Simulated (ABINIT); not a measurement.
# SnO2 (Cassiterite): G0W0 with ABINIT, start to end

Aim: the G0W0 gap of SnO2 (Cassiterite) on LDA, step by step.

Main program and level: ABINIT 10.8.3; LDA and many-body steps on it, plane waves.

**The experiments to reproduce.**

- Gap 3.6 eV: experimental gap quoted from earlier work; bulk crystal (quoted in “Study on the Photocatalytic Properties of Flower-Shaped SnO2”, 2022, pmc:9565917).

## 1. The structure

It takes space group P4_2/mnm (No. 136, tetragonal). Conventional cell: a = 4.738 Å, b = 4.738 Å, c = 3.187 Å, α = 90.00°, β = 90.00°, γ = 90.00°. Nearest to Sn lie 6 O at 2.05 to 2.06 Å. Nearest to O lie 3 Sn at 2.05 to 2.06 Å. Farther neighbours and most contacts between anions are not listed.

Coordinates:

```cif
data_structure
_symmetry_space_group_name_H-M 'P 1'
_symmetry_Int_Tables_number 1
_cell_length_a 4.7380
_cell_length_b 4.7380
_cell_length_c 3.1865
_cell_angle_alpha 90.000
_cell_angle_beta 90.000
_cell_angle_gamma 90.000
_cell_volume 71.53
loop_
_atom_site_label
_atom_site_type_symbol
_atom_site_fract_x
_atom_site_fract_y
_atom_site_fract_z
_atom_site_occupancy
Sn1 Sn 0.00000 0.00000 0.00000 1
Sn2 Sn 0.50000 0.50000 0.50000 1
O3 O 0.30710 0.30710 0.00000 1
O4 O 0.19290 0.80710 0.50000 1
O5 O 0.69290 0.69290 0.00000 1
O6 O 0.80710 0.19290 0.50000 1
```

The cell and positions come from the Crystallography Open Database and are kept as given unless a step says otherwise.

## 2. Ground state

This step: ABINIT 10.8.3; DFT, LDA, plane waves, norm-conserving pseudopotentials.

The ground-state density comes first.

Input file run.abi:

```
acell 3*1.0 Angstrom
rprim 
  4.738000000000 0.000000000000 0.000000000000
  0.000000000000 4.738000000000 0.000000000000
  0.000000000000 0.000000000000 3.186500000000
ntypat 2
znucl 50 8
natom 6
typat 1 1 2 2 2 2
xred 
  0.000000000000 0.000000000000 0.000000000000
  0.500000000000 0.500000000000 0.500000000000
  0.307100000000 0.307100000000 0.000000000000
  0.192900000000 0.807100000000 0.500000000000
  0.692900000000 0.692900000000 0.000000000000
  0.807100000000 0.192900000000 0.500000000000
pp_dirpath "pseudos"
pseudos "Sn.upf, O.upf"
ecut 42
ngkpt 4 4 6
nshiftk 1
shiftk 0 0 0
kptopt 1
chksymbreak 0
nband 41
occopt 1
tolvrs 1e-10
nstep 60
prtwf 0
indata_prefix "in"
outdata_prefix "out"
tmpdata_prefix "tmp"
```

Command:

```console
OMP_NUM_THREADS=1 mpirun -n 8 abinit run.abi > log
```

Numbers of over 12 decimals in the logs are rounded to 6 here.

Log:

```text
.Version 10.8.3 of ABINIT. v10.8.2 released Aug 2026.

 Symmetries : space group P4_2/m n m (#136); Bravais tP (primitive tetrag.)
================================================================================
 Values of the parameters that define the memory need of the present run
     intxc =       0    ionmov =       0      iscf =       7    lmnmax =       6
     lnmax =       6     mgfft =      54  mpssoang =       3    mqgrid =    3001
     natom =       6  nloc_mem =       1    nspden =       1   nspinor =       1
    nsppol =       1      nsym =      16    n1xccc =    2501    ntypat =       2
    occopt =       1   xclevel =       1
-    mband =          41        mffmem =           1         mkmem =           3
       mpw =        6296          nfft =      104976          nkpt =          24
================================================================================
  Rough estimation (10% accuracy) of disk space for files :
================================================================================

--------------------------------------------------------------------------------
------------- Echo of variables that govern the present computation ------------
--------------------------------------------------------------------------------
 -outvars: echo values of preprocessed input variables --------
            acell      1.8897261259E+00  1.8897261259E+00  1.8897261259E+00 Bohr

      chksymbreak           0
             ecut      4.20000000E+01 Hartree
-          fftalg         312

              ixc       -1012
              kpt      0.00000000E+00  0.00000000E+00  0.00000000E+00
                       2.50000000E-01  0.00000000E+00  0.00000000E+00
                       5.00000000E-01  0.00000000E+00  0.00000000E+00
                       2.50000000E-01  2.50000000E-01  0.00000000E+00
                       5.00000000E-01  2.50000000E-01  0.00000000E+00
                       5.00000000E-01  5.00000000E-01  0.00000000E+00
                       0.00000000E+00  0.00000000E+00  1.66666667E-01
                       2.50000000E-01  0.00000000E+00  1.66666667E-01
                       5.00000000E-01  0.00000000E+00  1.66666667E-01
   [... 13 further rows ...]
                       5.00000000E-01  2.50000000E-01  5.00000000E-01
                       5.00000000E-01  5.00000000E-01  5.00000000E-01
         kptrlatt        4    0    0      0    4    0      0    0    6
          kptrlen      3.58140895E+01
P           mkmem           3
            natom           6
            nband          41
            ngfft          54      54      36
             nkpt          24
            nstep          60
             nsym          16
           ntypat           2
              occ      2.000000  2.000000  2.000000  2.000000  2.000000  2.000000
                       2.000000  2.000000  2.000000  2.000000  2.000000  2.000000
                       2.000000  2.000000  2.000000  2.000000  2.000000  2.000000
                       2.000000  2.000000  2.000000  2.000000  2.000000  2.000000
                       2.000000  2.000000  2.000000  2.000000  2.000000  2.000000
                       2.000000  2.000000  2.000000  2.000000  0.000000  0.000000
                       0.000000  0.000000  0.000000  0.000000  0.000000
            prtwf           0
            rprim      4.7380000000E+00  0.0000000000E+00  0.0000000000E+00
[...]
spgroup         136

           tolvrs      1.00000000E-10

             xred      0.0000000000E+00  0.0000000000E+00  0.0000000000E+00
[...]
znucl       50.00000    8.00000

================================================================================

 chkinp: Checking input parameters for consistency.

================================================================================
== DATASET  1 ==================================================================
-   mpi_nproc: 8, omp_nthreads: 1 (-1 if OMP is not activated)

--- !DatasetInfo
iteration_state: {dtset: 1, }
dimensions: {natom: 6, nkpt: 24, mband: 41, nsppol: 1, nspinor: 1, nspden: 1, mpw: 6296, }
cutoff_energies: {ecut:  42.0, pawecutdg:  -1.0, }
electrons: {nelect:   6.80000000E+01, charge:   0.00000000E+00, occopt:   1.00000000E+00, tsmear:   1.00000000E-02, }

 Real(R)+Recip(G) space primitive vectors, cartesian coordinates (Bohr,Bohr^-1):
 R(1)=  8.9535224  0.0000000  0.0000000  G(1)=  0.1116879  0.0000000  0.0000000
 R(2)=  0.0000000  8.9535224  0.0000000  G(2)=  0.0000000  0.1116879  0.0000000
 R(3)=  0.0000000  0.0000000  6.0216123  G(3)=  0.0000000  0.0000000  0.1660685
 Unit cell volume ucvol=  4.8272594E+02 bohr^3
 Angles (23,13,12)=  9.00000000E+01  9.00000000E+01  9.00000000E+01 degrees

 getcut: wavevector=  0.0000  0.0000  0.0000  ngfft=  54  54  36
         ecut(hartree)=     42.000   => boxcut(ratio)=   2.04927

--- Pseudopotential description ------------------------------------------------
- Sn Generated using ONCVPSP code by D. R. Hamann
- 50.00000  22.00000  180309                  znucl, zion, pspdat
12 -1012 2 -1 1608                            pspcod,pspxc,lmax,lloc,mmax
     nproj     2     2     2
  pspatm : epsatm=   27.51067946
         --- l  ekb(1:nproj) -->
[...]
pspatm: atomic psp has been read  and splines computed

[...]
ETOT  9  -509.14366349223    -5.281E-11 3.493E-04 2.432E-08
 ETOT 10  -509.14366349225    -2.842E-11 2.756E-04 4.358E-10
 ETOT 11  -509.14366349226    -3.240E-12 2.405E-04 1.476E-12

 At SCF step   11       vres2   =  1.48E-12 < tolvrs=  1.00E-10 =>converged.

 Cartesian components of stress tensor (hartree/bohr^3)
  sigma(1 1)=  1.29905742E-04  sigma(3 2)=  0.00000000E+00
  sigma(2 2)=  1.29905742E-04  sigma(3 1)=  0.00000000E+00
  sigma(3 3)=  8.73164193E-05  sigma(2 1)=  0.00000000E+00

--- !ResultsGS
iteration_state: {dtset: 1, }
comment   : Summary of ground state results
lattice_vectors:
- [  8.9535224,   0.0000000,   0.0000000, ]
- [  0.0000000,   8.9535224,   0.0000000, ]
- [  0.0000000,   0.0000000,   6.0216123, ]
lattice_lengths: [   8.95352,    8.95352,    6.02161, ]
lattice_angles: [ 90.000,  90.000,  90.000, ] # degrees, (23, 13, 12)
lattice_volume:   4.8272594E+02
convergence: {deltae: -3.240E-12, res2:  1.476E-12, residm:  2.405E-04, diffor: null, }
etotal    :  -5.09143663E+02
entropy   :   0.00000000E+00
fermie    :   2.34361684E-01
cartesian_stress_tensor: # hartree/bohr^3
- [  1.29905742E-04,   0.00000000E+00,   0.00000000E+00, ]
- [  0.00000000E+00,   1.29905742E-04,   0.00000000E+00, ]
- [  0.00000000E+00,   0.00000000E+00,   8.73164193E-05, ]
pressure_GPa:  -3.4043E+00
xred      :
- [  0.0000E+00,   0.0000E+00,   0.0000E+00, Sn]
- [  5.0000E-01,   5.0000E-01,   5.0000E-01, Sn]
- [  3.0710E-01,   3.0710E-01,   0.0000E+00,  O]
- [  1.9290E-01,   8.0710E-01,   5.0000E-01,  O]
- [  6.9290E-01,   6.9290E-01,   0.0000E+00,  O]
- [  8.0710E-01,   1.9290E-01,   5.0000E-01,  O]
cartesian_forces: # hartree/bohr
- [ -1.44560290E-19,  -7.22801448E-20,  -0.00000000E+00, ]
- [ -1.44560290E-19,  -7.22801448E-20,  -0.00000000E+00, ]
- [ -2.05118704E-03,  -2.05118704E-03,  -0.00000000E+00, ]
- [  2.05118704E-03,  -2.05118704E-03,  -0.00000000E+00, ]
- [  2.05118704E-03,   2.05118704E-03,  -0.00000000E+00, ]
- [ -2.05118704E-03,   2.05118704E-03,  -0.00000000E+00, ]
force_length_stats: {min:   1.61623317E-19, max:   2.90081653E-03, mean:   1.93387769E-03, }

 Integrated electronic density in atomic spheres:
 ------------------------------------------------
 Atom  Sphere_radius  Integrated_density
[...]
================================================================================

 ----iterations are completed or convergence reached----

 Mean square residual over all n,k,spin=   73.674E-08; max=  24.054E-05
 reduced coordinates (array xred) for    6 atoms
[...]
0.500000000000      0.500000000000      0.500000000000
       0.307100000000      0.307100000000      0.000000000000
       0.192900000000      0.807100000000      0.500000000000
       0.692900000000      0.692900000000      0.000000000000
       0.807100000000      0.192900000000      0.500000000000
 rms dE/dt=  1.2244E-02; max dE/dt=  1.8365E-02; dE/dt below (all hartree)
    1       0.000000000000      0.000000000000      0.000000000000
    2       0.000000000000      0.000000000000      0.000000000000
    3       0.018365349098      0.018365349098      0.000000000000
    4      -0.018365349098      0.018365349098      0.000000000000
    5      -0.018365349098     -0.018365349098      0.000000000000
    6       0.018365349098     -0.018365349098      0.000000000000

 cartesian coordinates (angstrom) at end:
    1      0.000000     0.000000     0.000000
    2      2.369000     2.369000     1.593250
    3      1.455040     1.455040     0.000000
    4      0.913960     3.824040     1.593250
[...]
cartesian forces (hartree/bohr) at end:
[...]
frms,max,avg= 1.3674580E-03 2.0511870E-03   0.000E+00  0.000E+00  0.000E+00 h/b

 cartesian forces (eV/Angstrom) at end:
[...]
2     -0.000000    -0.000000    -0.000000
    3     -0.105476    -0.105476    -0.000000
    4      0.105476    -0.105476    -0.000000
    5      0.105476     0.105476    -0.000000
    6     -0.105476     0.105476    -0.000000
 frms,max,avg= 7.0317519E-02 1.0547628E-01   0.000E+00  0.000E+00  0.000E+00 e/A
 length scales=  1.889726125908  1.889726125908  1.889726125908 bohr
              =  1.000000000000  1.000000000000  1.000000000000 angstroms
 prteigrs : about to open file out_EIG
 Fermi (or HOMO) energy (hartree) =   0.23436   Average Vxc (hartree)=  -0.44613
 Eigenvalues (hartree) for nkpt=  24  k points:
 kpt#   1, nband= 41, wtk=  0.01042, kpt=  0.0000  0.0000  0.0000 (reduced coord)
  -4.44846   -4.44846   -2.82999   -2.82999   -2.82850   -2.82849   -2.82847   -2.82847
  -0.53875   -0.51202   -0.50113   -0.50067   -0.50067   -0.49679   -0.49538   -0.49200
  -0.49130   -0.49130   -0.45463   -0.38230   -0.38230   -0.31763   -0.06828    0.08160
   0.08160    0.08526    0.11758    0.15697    0.16102    0.18740    0.18740    0.20540
   0.20540    0.23436    0.27617    0.45059    0.45961    0.45961    0.60628    0.61397
   0.66947
 prteigrs : prtvol=0 or 1, do not print more k-points.

--- !EnergyTerms
iteration_state     : {dtset: 1, }
comment             : Components of total free energy in Hartree
kinetic             :  1.99956805665582E+02
hartree             :  1.58422334219439E+02
xc                  : -7.03646290123763E+01
Ewald energy        : -2.98339747503783E+02
psp_core            :  1.12696717790318E+01
local_psp           : -4.85225992420812E+02
non_local_psp       : -2.48621062193384E+01
total_energy        : -5.09143663492257E+02
total_energy_eV     : -1.38545048819816E+04
band_energy         : -6.19178517938440E+01

 Cartesian components of stress tensor (hartree/bohr^3)
  sigma(1 1)=  1.29905742E-04  sigma(3 2)=  0.00000000E+00
  sigma(2 2)=  1.29905742E-04  sigma(3 1)=  0.00000000E+00
  sigma(3 3)=  8.73164193E-05  sigma(2 1)=  0.00000000E+00

-Cartesian components of stress tensor (GPa)         [Pressure= -3.4043E+00 GPa]
- sigma(1 1)=  3.82195889E+00  sigma(3 2)=  0.00000000E+00
- sigma(2 2)=  3.82195889E+00  sigma(3 1)=  0.00000000E+00
- sigma(3 3)=  2.56893775E+00  sigma(2 1)=  0.00000000E+00

== END DATASET(S) ==============================================================
================================================================================

 -outvars: echo values of variables after computation  --------
           etotal     -5.0914366349E+02
            nband          41
             nkpt          24
          spgroup         136
 [... the other variables as echoed above ...]

 Calculation completed.
```

Wall time 38 s (8 MPI ranks of Arm Neoverse V2, shared host); peak memory 0.72 GiB; 5 min of CPU time.

Numbers from this step:

```
total energy               : -13854.5049 eV
gap                        : 1.138 eV
k of the valence top       : 0, 0, 0
k of the conduction bottom : 0, 0, 0
least direct gap           : 1.138 eV
pressure                   : -3.404 GPa
```

The gap is direct, at Γ.

The cutoff was set for levels, not for stress, so the pressure can be off by some GPa.

(Part 1 of 3 ends here.)

[Paths, hosts, dates, memory and timing lines, banners, echoed tables and standing remarks are left out of the program output.]

[Logs are printed without paths, hosts, clocks, repeated set-up lines and the standing remarks that a program may print on its own settings, such as how far it seeks lower states.]

[Runs of the session that timed out or met a known fault of the program may be left out.]

[Hosts, paths, dates, database ids (printed as entryN), source tags and the programs' standing remarks are cut or masked in the printed files.]

[G0W0 gaps are taken among the corrected bands and points alone; a level outside them can change the order at an edge.]

[Where Ansatz stands beside ABINIT at settings called matched, ABINIT's density can come from a denser mesh and the files from another edition; pairs whose starting gaps differed by over 0.03 eV were left out, so agreement reads better than it is.]
